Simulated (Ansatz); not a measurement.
**Bands, cutoff and cost in G0W0 for MgO (Fm-3m)**

Aim: see how the G0W0 gap of MgO (Fm-3m) on PBE moves with empty bands and screening cutoff, and what each rung costs.

Calculated with Ansatz 0.2.0; G0W0 on PBE, plane waves, PAW; PAW set soft_1.

## 1. Starting point

The structure is cubic, space group Fm-3m (No. 225). The conventional cell has a = 4.194 Å, b = 4.194 Å, c = 4.194 Å, α = 90.00°, β = 90.00°, γ = 90.00°. Nearest to Mg lie 6 O at 2.10 Å. O has 6 Mg at 2.10 Å nearest. Farther neighbours and most contacts between anions are not listed.

The cell and positions are those that the Materials Project relaxed with its own functionals (PBE, PBE+U or r2SCAN), kept fixed.

## 2. 24 empty bands, screening to 69 eV

G0W0 replaces the xc potential by the self-energy, built once from these orbitals. Only a window of levels is corrected, while the sums run over the empty bands that the input names. This step takes PAW set soft_1 files.

Contents of input.yaml:

```yaml
crystal:
  lattice:
    - [0.0, 2.0970013927, 2.0970013927]
    - [2.0970013927, 0.0, 2.0970013927]
    - [2.0970013927, 2.0970013927, 0.0]
  atoms:
    - { symbol: Mg, position: [0.0, 0.0, 0.0] }
    - { symbol: O, position: [0.5, 0.5, 0.5] }
kpoints:
  mp_grid: { grid: [8, 8, 8] }
hamiltonian:
  xc: pbe
  pseudopotentials: { kind: paw, azcp: { folder: soft_1 } }
scf:
  occupations: { method: fixed }
gw:
  n_empty_bands: 24
  ecut_chi: 69
  qp_bands: [v2, c2]
  qp_kpoints: band_edges
  screening: { model: contour_deformation }
```

The run is started by

```sh
ansatz run input.yaml --threads 4 --pin off --max-ram 138240MiB --backend cuda --events-out ev --progress --plain --runs-dir out --devices 1 --max-vram 26GiB
```

Numbers of over 12 decimals in the logs are rounded to 6 here.

The log of the run:

```text
GPUs: using 1 of 1 available (devices: 1).
Engine: ansatz 0.2.0, x86_64-unknown-linux-gnu
Pseudopotentials: kind: paw
Pseudopotential: Mg, paw, valence charge 10, recommended cutoff 420 eV (normal), soft_1/Mg.paw.azcp
Pseudopotential: O, paw, valence charge 6, recommended cutoff 420 eV (normal), soft_1/O.paw.azcp
Functional definition: PBE
  parameter kappa = 0.804
  parameter beta = 0.066725
  exchange = pbe_x(kappa = kappa, mu = beta*pi^2/3)
  correlation = pbe_c(beta = beta)
device memory: the entry about to start is reckoned to put 0.4 GiB on a device that reports 61.9 GiB free (of which the cap on the GPU budget leaves the run 26.0 GiB)
GPU FFT provider: cuFFT
GPU libraries: cuBLAS 13.8.2, cuFFT 12.4.0, cuSOLVER 12.3.4
Crystal: 2 atoms, lattice volume = 18.443 Å³
Basis set: ecut = 420 eV, 339 PW (Γ)
Bands: 12, of which v1, the nominal top of the filled ones, is band 8 counted from 1 (7 counted from 0)
Symmetry: 48 space group operations
Space group: Fm-3m (ITA 225), of the structure as read, at distance tolerance 2.6e-5 Å
k-points: 29 of 512
Non-local potential: Mg, projectors of the file, l = 0: 3, l = 1: 2, l = 2: 1
Non-local potential: O, projectors of the file, l = 0: 2, l = 1: 2, l = 2: 1
PAW form: soft (Blöchl's): semilocal exchange-correlation on the pseudo side does not see the compensation charge
PAW one-centre angular grid: Mg, 110 points (default); XC on 64 Gauss nodes
PAW one-centre angular grid: O, 110 points (default); XC on 64 Gauss nodes
Initial density: superposition of atomic densities (chi_scale 0.1, normalization cell, long waves kept (reshape's long-wave potential 0.00 eV rms))
Initial wavefunctions: pseudopotential atomic-orbital guess
GPU buffer pool allocated for 8000 grid points (all kernels)
GPU transforms: local potential and band sums: pruned to the plane-wave sphere, on 20×20×20
Functional: x = pbe(κ = 0.804, μ = 0.219515), c = pbe(β = 0.066725)
SCF iter   1: F=—  HF=-2494.086301 eV  |F-HF|=—  |Δ(HF+E_count)|=         —  Δρ=7.13e-2  dr2=5.03e-1  ethr=3.10e-3  ⟨swp⟩=4.1  Hψ=1965  notcnv=0  defer=20
preconditioner: auto → none  [insulator: Δε(μ)=4.534 eV  Ē_g=18.503 eV  n_scr=8 (ndim 8)  ℏωp=24.5 eV  f_vac=0.000  ε∞_Penn≈2.7]
SCF iter   2: F=—  HF=-2494.070458 eV  |F-HF|=—  |Δ(HF+E_count)|=   1.58e-2  Δρ=2.85e-2  dr2=8.04e-2  ethr=3.10e-3  ⟨swp⟩=2.9  Hψ=751  notcnv=0  defer=48
SCF iter   3: F=—  HF=-2494.119669 eV  |F-HF|=—  |Δ(HF+E_count)|=   4.92e-2  Δρ=4.63e-3  dr2=2.50e-3  ethr=5.03e-4  ⟨swp⟩=2.5  Hψ=592  notcnv=0  defer=55
SCF iter   4: F=—  HF=-2494.122899 eV  |F-HF|=—  |Δ(HF+E_count)|=   3.23e-3  Δρ=2.72e-3  dr2=9.18e-4  ethr=1.56e-5  ⟨swp⟩=2.2  Hψ=590  notcnv=0  defer=56
SCF iter   5: F=—  HF=-2494.122632 eV  |F-HF|=—  |Δ(HF+E_count)|=   2.67e-4  Δρ=3.05e-4  dr2=8.75e-6  ethr=5.74e-6  ⟨swp⟩=2.0  Hψ=489  notcnv=0  defer=56
SCF iter   6: F=-2494.122640 eV  HF=-2494.122640 eV  |F-HF|=2.13e-8  |Δ(HF+E_count)|=   8.24e-6  Δρ=1.79e-5  dr2=1.93e-8  ethr=6.25e-10  ⟨swp⟩=4.0  Hψ=1566  notcnv=0
SCF 1 converged in 6 iterations: F = -2494.122640 eV  dr2 = 1.93e-8
  greatest PAW one-centre occupation: 1.000 electrons in one spin orbital (limit 2), on the Mg atom at site 0 (counted from 0), in its partial waves of l = 0
device memory: the entry about to start is reckoned to put 0.5 GiB on a device that reports 61.8 GiB free (of which the cap on the GPU budget leaves the run 26.0 GiB)
NSCF: frozen V_eff on 29 k-points, pencils in batches of 32, up to order 48
the band table was solved once the SCF had ended and its energy, with any forces and stress, was formed, with the checks that follow a solve (2035 applications of the Hamiltonian). They found nothing against the state; the energy, forces and stress were not computed again (output.eigenvalues in the input reference)
device memory: the entry about to start is reckoned to put 0.5 GiB on a device that reports 61.8 GiB free (of which the cap on the GPU budget leaves the run 26.0 GiB)
NSCF: frozen V_eff on 29 k-points, pencils in batches of 32, up to order 148
G₀W₀ screening: q 1/29
[... further progress lines ...]
SCF converged after 6 iterations
Free energy (F): -2494.122640 eV
Harris-Foulkes:  -2494.122640 eV  (|F-HF|=2.13e-8)
Internal energy: -2494.122640 eV  (E = F + TS)
E sigma→0 (E₀):  -2494.122640 eV
Fermi energy:    8.216166 eV
--- Per-component energies (eV) ---
  E_band       = -291.005374
  E_kinetic    = 243.937607
  E_local      = -1684.897838  (includes V_loc(G=0)·N_el)
  E_nonlocal   = 246.935791
  E_hartree    = 558.947267
  E_xc         = -100.781610
  E_vxc        = -129.132451  (∫ρ·V_xc dr)
  E_paw        = -463.345969  (= ΣΔE_a)
  E_vpaw       = -85.744046  (= ΣTr[D̂ρ^β])
  E_aug_tail   = 0.000768  (compensation charges beyond the density's cutoff)
  E_ewald      = -1294.918655
  E_smearing   = -0.000000  (= −TS)
  E_closure    = -0.000000  (closes the sum)
  Σ components = -2494.122640   (vs F -2494.122640, Δ=0.00e0)
--- Band table (eV; the first three rows and the last of 29) ---
  k-point 0: bands = [... 4 lower, -9.0985, 8.2162, 8.2162, 8.2162, 13.0890, 24.1069, 24.1069, 24.1069]
  k-point 1: bands = [... 4 lower, -8.9257, 7.2614, 8.1119, 8.1119, 13.9993, 22.4176, 24.4708, 24.4708]
  k-point 2: bands = [... 4 lower, -8.4774, 5.5425, 7.8713, 7.8713, 15.4415, 20.8843, 24.9989, 24.9989]
  k-point 28: bands = [... 4 lower, -7.4559, 5.2471, 5.2471, 6.4310, 19.9654, 19.9654, 20.5526, 23.9397]
--- G₀W₀: contour deformation, 6 samples at zero and on the imaginary axis and 4 off it, 512 q-points, 24 empty bands' worth ---
  eigenvalues of the whole cell's RPA ε∞ on this k-mesh (on a slab, of 1 + 4πα/V) = 3.0584, 3.0584, 3.0584; static W/v taken at q = 0 is 0.326964
  bands read: the sum over 32 bands ends inside a degenerate multiplet in 3 slots, whose members it reads at an even weight; the widest, k=0: bands 32 to 33 (counted from 1) at 1/2 each
  gw.qp_kpoints: band_edges: 14 of 29 stored k-points solved, in 1 pass; an edge of the gap read off the rows below is read off those points alone
    valence top: of the k-points left out ik 12 came nearest to being solved in a further pass, in band 7 (counted from 1, as in the quasiparticle table): it holds the edge there only if its correction is more favourable than any solved in that band by at least 0.741 eV; those differ by 0.588 eV
    conduction bottom: of the k-points left out ik 12 came nearest to being solved in a further pass, in band 9 (counted from 1, as in the quasiparticle table): it holds the edge there only if its correction is more favourable than any solved in that band by at least 3.187 eV; those differ by 0.788 eV
    ik  band        ε_KS         Σx   Σc(E_QP)       V_xc       Z   E_QP_lin       E_QP  E_QP is
     0     7      8.2162   -26.4736     4.5827   -20.9599  0.7983     7.2775     7.2852  root
     0     8      8.2162   -26.4736     4.5827   -20.9599  0.7983     7.2775     7.2852  root
     0     9     13.0890   -10.1548    -3.5577   -14.9022  0.8525    14.2866    14.2787  root
     0    10     24.1069    -3.7290    -4.5613    -9.6552  0.8379    25.4920    25.4718  root
     1     7      8.1119   -26.3679     4.6011   -20.8094  0.7978     7.1462     7.1545  root
     1     8      8.1119   -26.3679     4.6011   -20.8094  0.7978     7.1462     7.1545  root
     1     9     13.9993   -10.9361    -3.4665   -15.7438  0.8458    15.3514    15.3406  root
     1    10     22.4176    -4.1056    -4.5663    -9.9607  0.8341    23.7247    23.7063  root
     2     7      7.8713   -26.1366     4.6415   -20.4800  0.7966     6.8466     6.8562  root
     2     8      7.8713   -26.1366     4.6415   -20.4800  0.7966     6.8466     6.8562  root
     2     9     15.4415   -10.2020    -3.7315   -15.3953  0.8418    16.9181    16.9033  root
     2    10     20.8843    -6.1378    -4.4883   -12.1561  0.8286    22.4380    22.4143  root
     3     7      7.6449   -25.9329     4.6783   -20.1891  0.7955     6.5686     6.5794  root
     3     8      7.6449   -25.9329     4.6783   -20.1891  0.7955     6.5686     6.5794  root
     3     9     16.1344    -7.9761    -3.9432   -13.2007  0.8484    17.4271    17.4157  root
     3    10     20.7249    -9.3145    -4.6466   -15.9753  0.8090    22.7864    22.7391  root
     4     7      7.5547   -25.8555     4.6928   -20.0782  0.7950     6.4588     6.4702  root
     4     8      7.5547   -25.8555     4.6928   -20.0782  0.7950     6.4588     6.4702  root
     4     9     16.2186    -7.0927    -3.9758   -12.2427  0.8523    17.4022    17.3928  root
     4    10     20.9723   -10.6292    -4.8178   -17.6802  0.7990    23.2735    23.2054  root
     5     7      7.9826   -26.2575     4.6080   -20.6571  0.7975     6.9811     6.9901  root
     5     8      7.9826   -26.2575     4.6080   -20.6571  0.7975     6.9811     6.9901  root
     5     9     14.2958   -11.1678    -3.4611   -16.0308  0.8436    15.7097    15.6977  root
     5    10     21.8989    -3.5023    -4.4814    -9.1659  0.8403    23.0952    23.0812  root
[...]
24     7      6.5134   -24.9213     4.7123   -18.8954  0.7918     5.1810     5.1998  root
    24     8      6.9633   -25.3966     4.7131   -19.4650  0.7931     5.7294     5.7447  root
    24     9     18.6484    -9.6652    -4.2618   -15.7481  0.8306    20.5007    20.4695  root
    24    10     18.6756    -5.3006    -4.0930   -10.6792  0.8463    19.9742    19.9612  root
    28     7      5.2471   -23.9138     4.8232   -17.5720  0.7846     3.6986     3.7284  root
    28     8      6.4310   -24.7719     4.7156   -18.7527  0.7908     5.1087     5.1275  root
    28     9     19.9654    -7.8928    -4.3650   -13.9897  0.8233    21.7288    21.6972  root
    28    10     19.9654    -7.8928    -4.3650   -13.9897  0.8233    21.7288    21.6972  root
```

Wall time 9.4 s (1 × NVIDIA H100 80GB HBM3 (shared by 3 runs) with 4 threads of AMD EPYC 7R13 (Zen 3), shared host); peak memory 0.97 GiB; 12 s of CPU time.

The column dr2 measures how far the density is from self-consistency, as an energy; F and HF (Harris–Foulkes) agree once it is small.

Numbers from this step:

| Item | Value |
| --- | --- |
| bands summed | 32 |
| RPA ε∞ on this mesh (eigenvalues) | 3.058, 3.058, 3.058 |
| plane waves in the screening matrix | 27 |
| q-points in the mesh | 512 |
| G0W0 gap on the mesh | 6.993 eV |
| k of the valence top | 0, 0, 0 |
| k of the conduction bottom | 0, 0, 0 |
| starting gap on the mesh | 4.873 eV |
| Z at the valence top | 0.7983 |
| Z at the conduction bottom | 0.8525 |
| least direct G0W0 gap on the computed points | 6.993 eV |

The gap on the mesh goes from 4.87 eV to 6.99 eV, a correction of +2.12 eV. Between the two edge states, bare exchange in place of the xc potential would open the gap by 10.26 eV, and correlation takes back 8.14 eV.

## 3. 67 empty bands, screening to 138 eV

Another rung: the empty bands reach about as high as the screening cutoff, so the two stay in balance.

input.yaml, as its differences from that of step 2:

```diff
@@ -16,4 +16,4 @@
 gw:
-  n_empty_bands: 24
-  ecut_chi: 69
+  n_empty_bands: 67
+  ecut_chi: 138
   qp_bands: [v2, c2]
```

The log of the run:

```text
GPUs: using 1 of 1 available (devices: 1).
[...]
GPU FFT provider: cuFFT
GPU libraries: cuBLAS 13.8.2, cuFFT 12.4.0, cuSOLVER 12.3.4
Crystal: 2 atoms, lattice volume = 18.443 Å³
Basis set: ecut = 420 eV, 339 PW (Γ)
Bands: 12, of which v1, the nominal top of the filled ones, is band 8 counted from 1 (7 counted from 0)
Symmetry: 48 space group operations
[...]
k-points: 29 of 512
[...]
GPU buffer pool allocated for 8000 grid points (all kernels)
[...]
SCF iter   1: F=—  HF=-2494.086301 eV  |F-HF|=—  |Δ(HF+E_count)|=         —  Δρ=7.13e-2  dr2=5.03e-1  ethr=3.10e-3  ⟨swp⟩=4.1  Hψ=1965  notcnv=0  defer=20
[...]
SCF iter   6: F=-2494.122640 eV  HF=-2494.122640 eV  |F-HF|=2.13e-8  |Δ(HF+E_count)|=   8.24e-6  Δρ=1.79e-5  dr2=1.93e-8  ethr=6.25e-10  ⟨swp⟩=4.0  Hψ=1566  notcnv=0
SCF 1 converged in 6 iterations: F = -2494.122640 eV  dr2 = 1.93e-8
[...]
NSCF: frozen V_eff on 29 k-points, pencils in batches of 32, up to order 48
[...]
G₀W₀ screening: q 1/29
[... further progress lines ...]
SCF converged after 6 iterations
Free energy (F): -2494.122640 eV
[...]
Internal energy: -2494.122640 eV  (E = F + TS)
E sigma→0 (E₀):  -2494.122640 eV
Fermi energy:    8.216166 eV
[...]
--- Band table (eV; the first three rows and the last of 29) ---
  k-point 0: bands = [... 4 lower, -9.0985, 8.2162, 8.2162, 8.2162, 13.0890, 24.1069, 24.1069, 24.1069]
  k-point 1: bands = [... 4 lower, -8.9257, 7.2614, 8.1119, 8.1119, 13.9993, 22.4176, 24.4708, 24.4708]
  k-point 2: bands = [... 4 lower, -8.4774, 5.5425, 7.8713, 7.8713, 15.4415, 20.8843, 24.9989, 24.9989]
  k-point 28: bands = [... 4 lower, -7.4559, 5.2471, 5.2471, 6.4310, 19.9654, 19.9654, 20.5526, 23.9397]
[...]
0     7      8.2162   -26.4736     4.2239   -20.9599  0.7925     6.9117     6.9264  root
     0     8      8.2162   -26.4736     4.2239   -20.9599  0.7925     6.9117     6.9264  root
     0     9     13.0890   -10.1548    -3.6469   -14.9022  0.8484    14.1959    14.1896  root
     0    10     24.1069    -3.7290    -4.8487    -9.6552  0.8370    25.1971    25.1845  root
     1     7      8.1119   -26.3679     4.2465   -20.8094  0.7921     6.7844     6.7999  root
     1     8      8.1119   -26.3679     4.2465   -20.8094  0.7921     6.7844     6.7999  root
     1     9     13.9993   -10.9361    -3.6132   -15.7438  0.8415    15.2018    15.1939  root
     1    10     22.4176    -4.1056    -4.8208    -9.9607  0.8341    23.4634    23.4518  root
[...]
28     7      5.2471   -23.9138     4.5909   -17.5720  0.7813     3.4563     3.4961  root
    28     8      6.4310   -24.7719     4.4292   -18.7527  0.7866     4.8131     4.8412  root
    28     9     19.9654    -7.8928    -4.6700   -13.9897  0.8210    21.4122    21.3922  root
    28    10     19.9654    -7.8928    -4.6700   -13.9897  0.8210    21.4122    21.3922  root
```

It took 11 s on 1 × NVIDIA H100 80GB HBM3 (shared by 3 runs) with 4 threads; peak memory 0.98 GiB.

Numbers from this step:

* bands summed: 75
* RPA ε∞ on this mesh (eigenvalues): 3.029, 3.029, 3.029
* plane waves in the screening matrix: 65
* q-points in the mesh: 512
* G0W0 gap on the mesh: 7.263 eV
* k of the valence top: 0, 0, 0
* k of the conduction bottom: 0, 0, 0
* starting gap on the mesh: 4.873 eV
* Z at the valence top: 0.7925
* Z at the conduction bottom: 0.8484
* least direct G0W0 gap on the computed points: 7.263 eV

Against the run with 8×8×8 mesh, 24 empty bands, screening to 69 eV, PAW set soft_1 files, the gap moves by +0.27 eV.

## 4. 146 empty bands, screening to 230 eV

input.yaml, as its differences from that of step 3:

```diff
@@ -16,4 +16,4 @@
 gw:
-  n_empty_bands: 67
-  ecut_chi: 138
+  n_empty_bands: 146
+  ecut_chi: 230.0
   qp_bands: [v2, c2]
```

The log of the run:

```text
GPUs: using 1 of 1 available (devices: 1).
[...]
GPU FFT provider: cuFFT
GPU libraries: cuBLAS 13.8.2, cuFFT 12.4.0, cuSOLVER 12.3.4
Crystal: 2 atoms, lattice volume = 18.443 Å³
Basis set: ecut = 420 eV, 339 PW (Γ)
Bands: 12, of which v1, the nominal top of the filled ones, is band 8 counted from 1 (7 counted from 0)
Symmetry: 48 space group operations
[...]
k-points: 29 of 512
[...]
1    10     22.4176    -4.1056    -4.8861    -9.9607  0.8344    23.3967    23.3866  root
[...]
28     7      5.2471   -23.9138     4.4386   -17.5720  0.7793     3.2958     3.3438  root
    28     8      6.4310   -24.7719     4.2391   -18.7527  0.7842     4.6152     4.6510  root
    28     9     19.9654    -7.8928    -4.7955   -13.9897  0.8202    21.2829    21.2667  root
    28    10     19.9654    -7.8928    -4.7955   -13.9897  0.8202    21.2829    21.2667  root
[key lines of the parts left out:]
SCF converged after 6 iterations
Free energy (F): -2494.122640 eV
Fermi energy:    8.216166 eV
```

Run time: 19 s. Hardware: 1 × NVIDIA H100 80GB HBM3 (shared by 3 runs) with 4 threads; peak memory 1.1 GiB; 30 s of CPU time.

Numbers from this step:

```yaml
bands_summed: 154
rpa_eps_infinity_on_this_mesh_eigenvalues: 3.017, 3.017, 3.017
plane_waves_in_the_screening_matrix: 137
g0w0_gap_on_the_mesh: 7.414 eV
k_of_the_valence_top: 0, 0, 0
k_of_the_conduction_bottom: 0, 0, 0
starting_gap_on_the_mesh: 4.873 eV
least_direct_g0w0_gap_on_the_computed_points: 7.414 eV
```

Against the run with 8×8×8 mesh, 67 empty bands, screening to 138 eV, PAW set soft_1 files, the gap moves by +0.15 eV.

## 5. Changing the k mesh: 6×6×6 mesh, 67 empty bands, screening to 138 eV, PAW set soft_1 files

Only the mesh changes. It samples the long-range screening, which converges on its own terms. Bands and cutoff differ from the step before, so it is read against an earlier run that matches them.

input.yaml, as its differences from that of step 4:

```diff
@@ -9,3 +9,3 @@
 kpoints:
-  mp_grid: { grid: [8, 8, 8] }
+  mp_grid: { grid: [6, 6, 6] }
 hamiltonian:
@@ -16,4 +16,4 @@
 gw:
-  n_empty_bands: 146
-  ecut_chi: 230.0
+  n_empty_bands: 67
+  ecut_chi: 138
   qp_bands: [v2, c2]
```

The log of the run:

```text
GPUs: using 1 of 1 available (devices: 1).
[...]
GPU FFT provider: cuFFT
GPU libraries: cuBLAS 13.8.2, cuFFT 12.4.0, cuSOLVER 12.3.4
Crystal: 2 atoms, lattice volume = 18.443 Å³
Basis set: ecut = 420 eV, 339 PW (Γ)
Bands: 12, of which v1, the nominal top of the filled ones, is band 8 counted from 1 (7 counted from 0)
Symmetry: 48 space group operations
[...]
k-points: 16 of 216
[...]
1    10     21.7676    -4.5727    -4.7920   -10.4363  0.8332    22.8511    22.8392  root
[...]
12     7      6.8616   -25.5506     4.4690   -19.5387  0.7876     5.2936     5.3187  root
    12     8      6.8616   -25.5506     4.4690   -19.5387  0.7876     5.2936     5.3187  root
    12     9     17.3852    -3.9266    -4.1976    -8.9522  0.8582    18.2178    18.2133  root
    12    10     18.3499    -7.3235    -4.4615   -13.0630  0.8541    19.6392    19.6278  root
[key lines of the parts left out:]
SCF converged after 6 iterations
Free energy (F): -2494.122374 eV
Fermi energy:    8.216850 eV
```

The job ended after 6.2 s (1 × NVIDIA H100 80GB HBM3 (shared by 3 runs) with 4 threads; peak memory 0.95 GiB; 6.5 s of CPU time).

This step gave:

| Quantity | Value |
| --- | --- |
| bands summed | 75 |
| RPA ε∞ on this mesh (eigenvalues) | 3.048, 3.048, 3.048 |
| plane waves in the screening matrix | 65 |
| G0W0 gap on the mesh | 7.273 eV |
| k of the valence top | 0, 0, 0 |
| k of the conduction bottom | 0, 0, 0 |
| starting gap on the mesh | 4.872 eV |
| least direct G0W0 gap on the computed points | 7.273 eV |

Against the run with 8×8×8 mesh, 67 empty bands, screening to 138 eV, PAW set soft_1 files, the gap moves by +0.010 eV.

(Part 1 of 2 ends here.)

[Paths, hosts, dates, memory and timing lines, banners, echoed tables and standing remarks are left out of the program output.]

[Logs are printed without paths, hosts, clocks, repeated set-up lines and the standing remarks that a program may print on its own settings, such as how far it seeks lower states.]

[Runs of the session that timed out or met a known fault of the program may be left out.]

[Cells called generated may have been cut or substituted from an entry of the Crystallography Open Database or the Materials Project.]

[Hosts, paths, dates, database ids (printed as entryN), source tags and the programs' standing remarks are cut or masked in the printed files.]
